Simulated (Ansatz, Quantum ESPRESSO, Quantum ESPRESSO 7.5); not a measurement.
## Conductance against width: vacuum gaps between two Mo(100) faces

Wanted: T at the Fermi level along a series, and its decay constant, for vacuum gaps between two Mo(100) faces.

Main program and level: Quantum ESPRESSO 7.5; plane-wave DFT, PBE, PseudoDojo norm-conserving pseudopotentials (cross-check by Ansatz 0.2.0 with PAW datasets).

## 1. The starting structure

The cell holds 20 atoms: 20 Mo. Cell: a = 3.160 Å, b = 3.160 Å, c = 34.520 Å, α = 90.0°, β = 90.0°, γ = 90.0°. It derives from Mo. Regions: left lead, 10 atoms (10 Mo); right lead, 10 atoms (10 Mo). The structure is stacked along c, and the current runs across the ab planes.

## 2. Ground state, 4.5 Å

One periodic cell holds a stretch of lead, the junction and more lead; the atoms stay as built.

The input, j0.scf.in:

```
&control
  prefix = 'j0.scf'
  outdir = './out'
  pseudo_dir = './pseudo'
  calculation = 'scf'
  tprnfor = .true.
/
&system
  ibrav = 0
  nat = 20
  ntyp = 1
  ecutwfc = 72
  ecutrho = 288
  occupations = 'smearing'
  smearing = 'mv'
  degauss = 0.01
/
&electrons
  conv_thr = 1e-07
  mixing_beta = 0.25
  electron_maxstep = 120
  mixing_mode = 'local-TF'
/
ATOMIC_SPECIES
  Mo  95.9500  Mo.dojo-sr-pbe-0.4.1-standard.upf
CELL_PARAMETERS angstrom
  3.16000000000000 0.00000000000000 0.00000000000000
  0.00000000000000 3.16000000000000 0.00000000000000
  0.00000000000000 0.00000000000000 34.52000000000000
ATOMIC_POSITIONS crystal
  Mo  0.000000000000 0.000000000000 0.000000000000
  Mo  0.500000000000 0.500000000000 0.045770567787
  Mo  0.000000000000 0.000000000000 0.091541135574
  Mo  0.500000000000 0.500000000000 0.137311703360
  Mo  0.000000000000 0.000000000000 0.183082271147
  Mo  0.500000000000 0.500000000000 0.228852838934
  Mo  0.000000000000 0.000000000000 0.274623406721
  Mo  0.500000000000 0.500000000000 0.320393974508
  Mo  0.000000000000 0.000000000000 0.366164542294
  Mo  0.500000000000 0.500000000000 0.411935110081
  Mo  0.000000000000 0.000000000000 0.542294322132
  Mo  0.500000000000 0.500000000000 0.588064889919
  Mo  0.000000000000 0.000000000000 0.633835457706
  Mo  0.500000000000 0.500000000000 0.679606025492
  Mo  0.000000000000 0.000000000000 0.725376593279
  Mo  0.500000000000 0.500000000000 0.771147161066
  Mo  0.000000000000 0.000000000000 0.816917728853
  Mo  0.500000000000 0.500000000000 0.862688296640
  Mo  0.000000000000 0.000000000000 0.908458864426
  Mo  0.500000000000 0.500000000000 0.954229432213
K_POINTS automatic
  8 8 1 0 0 0
```

Launch:

```bash
> OMP_NUM_THREADS=1 mpirun -n 4 pw.x -nk 4 -in j0.scf.in > j0.scf.out
```

The program printed:

```text
Program PWSCF v.7.5 starts
[citation notice left out]

     Parallel version (MPI & OpenMP), running on       4 processor cores
     Number of MPI processes:                 4
     Threads/MPI process:                     1

     MPI processes distributed on     1 nodes
[...]
Current dimensions of program PWSCF are:
     Max number of different atomic species (ntypx) = 10
     Max number of k-points (npk) =  40000
     Max angular momentum in pseudopotentials (lmaxx) =  4
     Message from routine setup:
     using ibrav=0 with symmetry is DISCOURAGED, use correct ibrav instead

     K-points division:     npool     =       4
     Subspace diagonalization in iterative solution of the eigenvalue problem:
     a serial algorithm will be used

     G-vector sticks info
     --------------------
     sticks:   dense  smooth     PW     G-vecs:    dense   smooth      PW
     Sum         821     821    241               191621   191621   30943

     Using Slab Decomposition

     bravais-lattice index     =            0
     lattice parameter (alat)  =       5.9715  a.u.
     unit-cell volume          =    2326.1706 (a.u.)^3
     number of atoms/cell      =           20
     number of atomic types    =            1
     number of electrons       =       280.00
     number of Kohn-Sham states=          168
     kinetic-energy cutoff     =      72.0000  Ry
     charge density cutoff     =     288.0000  Ry
     scf convergence threshold =      1.0E-07
     mixing beta               =       0.2500
     number of iterations used =            8  local-TF  mixing
     Exchange-correlation= PBE
                           (   1   4   3   4   0   0   0)

     celldm(1)=   5.971535  celldm(2)=   0.000000  celldm(3)=   0.000000
     celldm(4)=   0.000000  celldm(5)=   0.000000  celldm(6)=   0.000000

     crystal axes: (cart. coord. in units of alat)
               a(1) = (   1.000000   0.000000   0.000000 )
               a(2) = (   0.000000   1.000000   0.000000 )
               a(3) = (   0.000000   0.000000  10.924051 )

     reciprocal axes: (cart. coord. in units 2 pi/alat)
               b(1) = (  1.000000  0.000000  0.000000 )
               b(2) = (  0.000000  1.000000  0.000000 )
               b(3) = (  0.000000  0.000000  0.091541 )

     PseudoPot. # 1 for Mo read from file:
     ./pseudo/Mo.dojo-sr-pbe-0.4.1-standard.upf
     Pseudo is Norm-conserving + core correction, Zval = 14.0
     Generated using ONCVPSP code by D. R. Hamann
     Using radial grid of 1640 points,  6 beta functions with:
                l(1) =   0
                l(2) =   0
                l(3) =   1
                l(4) =   1
                l(5) =   2
                l(6) =   2

     atomic species   valence    mass     pseudopotential
     Mo               14.00    95.95000     Mo( 1.00)

      8 Sym. Ops. (no inversion) found

   Cartesian axes

     site n.     atom                  positions (alat units)
         1        Mo     tau(   1) = (   0.0000000   0.0000000   0.0000000  )
         2        Mo     tau(   2) = (   0.5000000   0.5000000   0.5000000  )
         3        Mo     tau(   3) = (   0.0000000   0.0000000   1.0000000  )
         4        Mo     tau(   4) = (   0.5000000   0.5000000   1.5000000  )
         5        Mo     tau(   5) = (   0.0000000   0.0000000   2.0000000  )
         6        Mo     tau(   6) = (   0.5000000   0.5000000   2.5000000  )
         7        Mo     tau(   7) = (   0.0000000   0.0000000   3.0000000  )
         8        Mo     tau(   8) = (   0.5000000   0.5000000   3.5000000  )
         9        Mo     tau(   9) = (   0.0000000   0.0000000   4.0000000  )
        10        Mo     tau(  10) = (   0.5000000   0.5000000   4.5000000  )
        11        Mo     tau(  11) = (   0.0000000   0.0000000   5.9240506  )
        12        Mo     tau(  12) = (   0.5000000   0.5000000   6.4240506  )
        13        Mo     tau(  13) = (   0.0000000   0.0000000   6.9240506  )
        14        Mo     tau(  14) = (   0.5000000   0.5000000   7.4240506  )
        15        Mo     tau(  15) = (   0.0000000   0.0000000   7.9240506  )
        16        Mo     tau(  16) = (   0.5000000   0.5000000   8.4240506  )
        17        Mo     tau(  17) = (   0.0000000   0.0000000   8.9240506  )
        18        Mo     tau(  18) = (   0.5000000   0.5000000   9.4240506  )
        19        Mo     tau(  19) = (   0.0000000   0.0000000   9.9240506  )
        20        Mo     tau(  20) = (   0.5000000   0.5000000  10.4240506  )

     number of k points=    15  Marzari-Vanderbilt smearing, width (Ry)=  0.0100
                       cart. coord. in units 2pi/alat
        k(    1) = (   0.0000000   0.0000000   0.0000000), wk =   0.0312500
        k(    2) = (   0.0000000   0.1250000   0.0000000), wk =   0.1250000
        k(    3) = (   0.0000000   0.2500000   0.0000000), wk =   0.1250000
        k(    4) = (   0.0000000   0.3750000   0.0000000), wk =   0.1250000
        k(    5) = (   0.0000000  -0.5000000   0.0000000), wk =   0.0625000
        k(    6) = (   0.1250000   0.1250000   0.0000000), wk =   0.1250000
        k(    7) = (   0.1250000   0.2500000   0.0000000), wk =   0.2500000
        k(    8) = (   0.1250000   0.3750000   0.0000000), wk =   0.2500000
        k(    9) = (   0.1250000  -0.5000000   0.0000000), wk =   0.1250000
        k(   10) = (   0.2500000   0.2500000   0.0000000), wk =   0.1250000
[...]
k(   15) = (  -0.5000000  -0.5000000   0.0000000), wk =   0.0312500

     Dense  grid:   191621 G-vectors     FFT dimensions: (  36,  36, 360)

     Estimated max dynamical RAM per process >     804.68 MB

     Estimated total dynamical RAM >       3.01 GB

     Initial potential from superposition of free atoms

     starting charge     279.9713, renormalised to     280.0000
     Starting wfcs are  200 randomized atomic wfcs

     total cpu time spent up to now is       15.1 secs

     per-process dynamical memory:   551.6 Mb

     Self-consistent Calculation

     iteration #  1     ecut=    72.00 Ry     beta= 0.25
     Davidson diagonalization with overlap
     ethr =  1.00E-02,  avg # of iterations =  2.9

     total cpu time spent up to now is       53.5 secs

     total energy              =   -2811.28831684 Ry
     estimated scf accuracy    <      22.90096244 Ry

     iteration #  2     ecut=    72.00 Ry     beta= 0.25
[...]
total energy              =   -2811.04495454 Ry
     estimated scf accuracy    <       3.94283951 Ry

     iteration #  3     ecut=    72.00 Ry     beta= 0.25
[...]
17.4260  17.4293  17.4347  17.4548  17.5321  17.5470  17.6217  17.6434
    17.6458  17.7124  17.7386  17.9176  17.9478  18.1028  18.2688  18.3665
    18.4195  18.6886  18.7430  19.1085  19.1657  19.1708  19.2360  19.2435
    19.4088  19.4174  19.4572  19.5121  19.5490  19.6280  19.6578  19.7130
    19.7184  19.8948  19.9529  19.9607  19.9889  20.0072  20.0282  20.1044
    20.1264  20.1446  20.3741  20.4199  20.4330  20.5785  20.5875  20.7384

          k = 0.0000 0.3750 0.0000 ( 23964 PWs)   bands (ev):

   -42.1634 -42.1500 -42.1374 -42.1219 -42.1046 -42.0885 -42.0666 -42.0590
   -42.0535 -42.0321 -42.0173 -42.0088 -41.9982 -41.9975 -41.9459 -41.9459
   -41.8803 -41.8803 -41.7029 -41.7029 -16.8938 -16.8934 -16.8474 -16.8473
   -16.7896 -16.7877 -16.7192 -16.7147 -16.6437 -16.6366 -16.5628 -16.5543
   -16.4824 -16.4729 -16.3953 -16.3154 -16.2312 -16.2287 -16.2108 -16.2010
   -16.1889 -16.1612 -16.1499 -16.1318 -16.1295 -16.1039 -16.0888 -16.0775
   -16.0575 -16.0557 -16.0208 -15.9926 -15.9767 -15.9446 -15.9293 -15.9188
   -15.8977 -15.8864 -15.8718 -15.8710 -15.8660 -15.8471 -15.8204 -15.8204
   -15.7950 -15.7820 -15.7283 -15.7236 -15.6766 -15.6745 -15.6374 -15.6322
   -15.6147 -15.6118 -15.5862 -15.5862 -15.5437 -15.5437 -15.4772 -15.4772
    13.9193  13.9194  14.0089  14.0102  14.1229  14.1256  14.2471  14.2480
    14.2907  14.3174  14.3440  14.4260  14.5620  14.7184  14.8881  15.0426
    15.1638  15.2141  15.3630  15.5397  15.7379  15.8084  15.8241  15.8546
    15.8546  15.9820  15.9842  16.1663  16.1725  16.2001  16.4086  16.4197
    16.6397  16.7017  16.7204  17.0434  17.0767  17.1422  17.2979  17.3112
    17.4152  17.4809  17.5375  17.5828  17.6532  17.7051  17.7531  17.9425
    18.0300  18.1605  18.1824  18.2266  18.3071  18.4933  18.5979  18.6055
    18.7315  18.9100  18.9612  19.0534  19.0591  19.0854  19.2072  19.2079
    19.2706  19.2726  19.2761  19.3004  19.3479  19.3957  19.5396  19.5753
    19.6232  19.7473  19.8663  19.9944  20.0439  20.2079  20.2694  20.3671
    20.4365  20.4908  20.5841  20.5995  20.7232  20.8193  20.9524  21.0222

          k = 0.0000-0.5000 0.0000 ( 23920 PWs)   bands (ev):

   -42.0847 -42.0847 -42.0799 -42.0799 -42.0732 -42.0732 -42.0679 -42.0679
   -42.0585 -42.0585 -42.0424 -42.0424 -42.0336 -42.0336 -41.9718 -41.9718
   -41.8796 -41.8796 -41.7095 -41.7095 -16.9391 -16.9391 -16.8913 -16.8913
   -16.8303 -16.8303 -16.7557 -16.7557 -16.6751 -16.6751 -16.5879 -16.5879
   -16.4938 -16.4938 -16.4007 -16.4007 -16.3172 -16.3172 -16.1222 -16.1222
   -16.0586 -16.0586 -16.0523 -16.0523 -16.0447 -16.0447 -16.0373 -16.0373
   -16.0309 -16.0309 -16.0180 -16.0180 -16.0142 -16.0142 -16.0046 -16.0045
   -15.9422 -15.9422 -15.9402 -15.9402 -15.8620 -15.8620 -15.8567 -15.8567
   -15.7881 -15.7881 -15.7242 -15.7242 -15.6743 -15.6743 -15.6350 -15.6350
   -15.6145 -15.6145 -15.6136 -15.6136 -15.5417 -15.5417 -15.4806 -15.4806
    13.7607  13.7607  13.8779  13.8779  14.0421  14.0421  14.2532  14.2532
    14.4964  14.4964  14.7654  14.7654  15.0193  15.0193  15.1992  15.1992
    15.2718  15.2718  15.6737  15.6737  15.8049  15.8049  15.9671  15.9671
    15.9956  15.9956  16.2469  16.2469  16.3693  16.3693  16.4524  16.4524
    16.5519  16.5519  16.6463  16.6463  16.9134  16.9134  16.9502  16.9502
    17.3191  17.3191  17.3636  17.3636  17.7495  17.7495  17.9454  17.9454
    18.1539  18.1539  18.2990  18.2990  18.5014  18.5014  18.6261  18.6261
    18.6314  18.6314  18.8804  18.8804  19.2128  19.2128  19.2512  19.2512
    19.5568  19.5568  19.8059  19.8059  19.9537  19.9537  19.9845  19.9845
    20.1900  20.1900  20.3733  20.3733  20.4200  20.4200  20.5305  20.5305
    20.5888  20.5888  20.6461  20.6461  20.8722  20.8722  21.1318  21.1318

          k = 0.1250 0.1250 0.0000 ( 23953 PWs)   bands (ev):

   -42.2720 -42.2525 -42.2312 -42.2041 -42.1747 -42.1467 -42.1201 -42.0987
   -42.0628 -42.0168 -41.9833 -41.9560 -41.9344 -41.9215 -41.9089 -41.9061
   -41.8591 -41.8591 -41.6797 -41.6797 -16.6413 -16.6410 -16.6043 -16.6042
   -16.5849 -16.5605 -16.5575 -16.5502 -16.5077 -16.5065 -16.5030 -16.4604
   -16.4552 -16.4334 -16.3991 -16.3791 -16.3730 -16.3389 -16.3149 -16.3089
   -16.2706 -16.2451 -16.2356 -16.1940 -16.1618 -16.1481 -16.1012 -16.0885
   -16.0772 -16.0248 -16.0210 -16.0188 -15.9660 -15.9584 -15.9472 -15.9000
   -15.8930 -15.8763 -15.8300 -15.8232 -15.8222 -15.7768 -15.7533 -15.7368
   -15.6998 -15.6924 -15.6709 -15.6498 -15.6478 -15.6463 -15.6365 -15.6360
   -15.6108 -15.5981 -15.5767 -15.5764 -15.4813 -15.4813 -15.4641 -15.4641
    12.4959  12.6608  12.8931  13.1950  13.5266  13.9076  14.0667  14.1882
    14.2249  14.2603  14.2832  14.4141  14.4557  14.5844  14.6240  14.7353
    14.7886  14.9054  15.0309  15.0324  15.1967  15.2942  15.3043  15.3906
    15.4568  15.5976  15.8086  15.8947  15.9073  16.1739  16.4290  16.6458
    16.8146  16.9451  16.9669  16.9678  17.0504  17.0891  17.1006  17.1431
    17.2175  17.2550  17.2688  17.2801  17.2923  17.3862  17.4441  17.5432
    17.5646  17.5903  17.7602  17.8945  18.1961  18.3597  18.3913  18.5363
    18.5414  18.5739  18.6848  18.7633  19.0776  19.0879  19.0956  19.2003
    19.2606  19.3178  19.3906  19.4903  19.5193  19.6015  19.8314  19.8819
    19.9114  19.9548  20.1937  20.1977  20.2395  20.2428  20.3565  20.3610
    20.4319  20.5253  20.5285  20.5724  20.6322  20.6886  20.7125  20.7859

[...]
the Fermi energy is    19.0048 ev

!    total energy              =   -2810.82253976 Ry
     estimated scf accuracy    <       0.00000009 Ry
     smearing contrib. (-TS)   =       0.00065310 Ry
     internal energy E=F+TS    =   -2810.82319286 Ry

     The total energy is F=E-TS. E is the sum of the following terms:
     one-electron contribution =   -2548.63832309 Ry
     hartree contribution      =    1426.85443969 Ry
     xc contribution           =    -411.90597297 Ry
     ewald contribution        =   -1277.13333649 Ry

     convergence has been achieved in  20 iterations

     Forces acting on atoms (cartesian axes, Ry/au):

     atom    1 type  1   force =     0.00000000    0.00000000   -0.00490054
     atom    2 type  1   force =     0.00000000    0.00000000    0.00297230
     atom    3 type  1   force =     0.00000000    0.00000000   -0.00298932
     atom    4 type  1   force =     0.00000000    0.00000000    0.00113031
     atom    5 type  1   force =     0.00000000    0.00000000    0.00024413
     atom    6 type  1   force =     0.00000000    0.00000000    0.00111919
     atom    7 type  1   force =     0.00000000    0.00000000   -0.00142804
     atom    8 type  1   force =     0.00000000    0.00000000    0.00809932
     atom    9 type  1   force =     0.00000000    0.00000000    0.04715071
     atom   10 type  1   force =     0.00000000    0.00000000   -0.04099221
     atom   11 type  1   force =     0.00000000    0.00000000    0.04099092
     atom   12 type  1   force =     0.00000000    0.00000000   -0.04714933
     atom   13 type  1   force =     0.00000000    0.00000000   -0.00810017
     atom   14 type  1   force =     0.00000000    0.00000000    0.00142904
     atom   15 type  1   force =     0.00000000    0.00000000   -0.00112012
     atom   16 type  1   force =     0.00000000    0.00000000   -0.00024327
     atom   17 type  1   force =     0.00000000    0.00000000   -0.00113113
     atom   18 type  1   force =     0.00000000    0.00000000    0.00298986
     atom   19 type  1   force =     0.00000000    0.00000000   -0.00297225
     atom   20 type  1   force =     0.00000000    0.00000000    0.00490059

     Total force =     0.089615     Total SCF correction =     0.001649

[...]
=------------------------------------------------------------------------------=
   JOB DONE.
=------------------------------------------------------------------------------=
```

Run time: 13 min. Hardware: 4 MPI ranks of Arm Neoverse V2, shared host; peak memory 3.2 GiB.

Numbers from this step:

* free energy: -38243.1889 eV
* Fermi energy: 19.00 eV

The run needed 20 iterations to bring the estimated error under 1e-07 Ry; the largest force on any atom, held or free, is 1.21 eV/Å.

[end of part 1 of 4]

[Logs are printed without paths, hosts, clocks, repeated set-up lines and the standing remarks that a program may print on its own settings, such as how far it seeks lower states.]

[Hosts, paths, dates, database ids (printed as entryN), source tags and the programs' standing remarks are cut or masked in the printed files.]

[Maps of the electrostatic potential energy from Ansatz leave out the sawtooth potential of an applied field or a dipole correction, so their vacuum need not be flat; planar profiles and work functions include it.]
